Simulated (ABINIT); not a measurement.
Planning a run of ABINIT 10.8.3 on CsCaF3 (Pm-3m). The input:

```
acell 3*1.0 Angstrom
rprim 
  4.520531030000 0.000000000000 0.000000000000
  0.000000000000 4.520531030000 0.000000000000
  0.000000000000 0.000000000000 4.520531030000
ntypat 3
znucl 55 20 9
natom 5
typat 1 2 3 3 3
xred 
  0.000000000000 0.000000000000 0.000000000000
  0.500000000000 0.500000000000 0.500000000000
  0.000000000000 0.500000000000 0.500000000000
  0.500000000000 0.000000000000 0.500000000000
  0.500000000000 0.500000000000 0.000000000000
pp_dirpath "pseudos"
pseudos "Cs.upf, Ca.upf, F.upf"
ecut 36
ngkpt 2 2 2
nshiftk 1
shiftk 0 0 0
kptopt 1
chksymbreak 0
istwfk *1
occopt 1
irdwfk 1
optdriver 3
nband 81
ecuteps 3.9
inclvkb 2
awtr 1
symchi 1
irdqps 1
gwcalctyp 10
nqptdm 3
qptdm 
  0.5000000000 0.0000000000 0.0000000000
  0.5000000000 0.5000000000 0.0000000000
  0.5000000000 0.5000000000 0.5000000000
indata_prefix "in"
outdata_prefix "out"
tmpdata_prefix "tmp"
```

```sh
OMP_NUM_THREADS=1 mpirun -n 4 abinit run.abi > log; mrgscr < mrgscr.stdin
```

Q: How long will it take on 4 MPI ranks of AMD EPYC 7571, shared host, and how much memory?

It took 17 s; on shared hardware allow 8.7 s to 35 s. Peak host memory was 0.71 GiB.

[Paths, hosts, dates, memory and timing lines, banners, echoed tables and standing remarks are left out of the program output.]

[Logs are printed without paths, hosts, clocks, repeated set-up lines and the standing remarks that a program may print on its own settings, such as how far it seeks lower states.]

[Runs of the session that timed out or met a known fault of the program may be left out.]

[Hosts, paths, dates, database ids (printed as entryN), source tags and the programs' standing remarks are cut or masked in the printed files.]

[G0W0 gaps are taken among the corrected bands and points alone; a level outside them can change the order at an edge.]

[Where Ansatz stands beside ABINIT at settings called matched, ABINIT's density can come from a denser mesh and the files from another edition; pairs whose starting gaps differed by over 0.03 eV were left out, so agreement reads better than it is.]
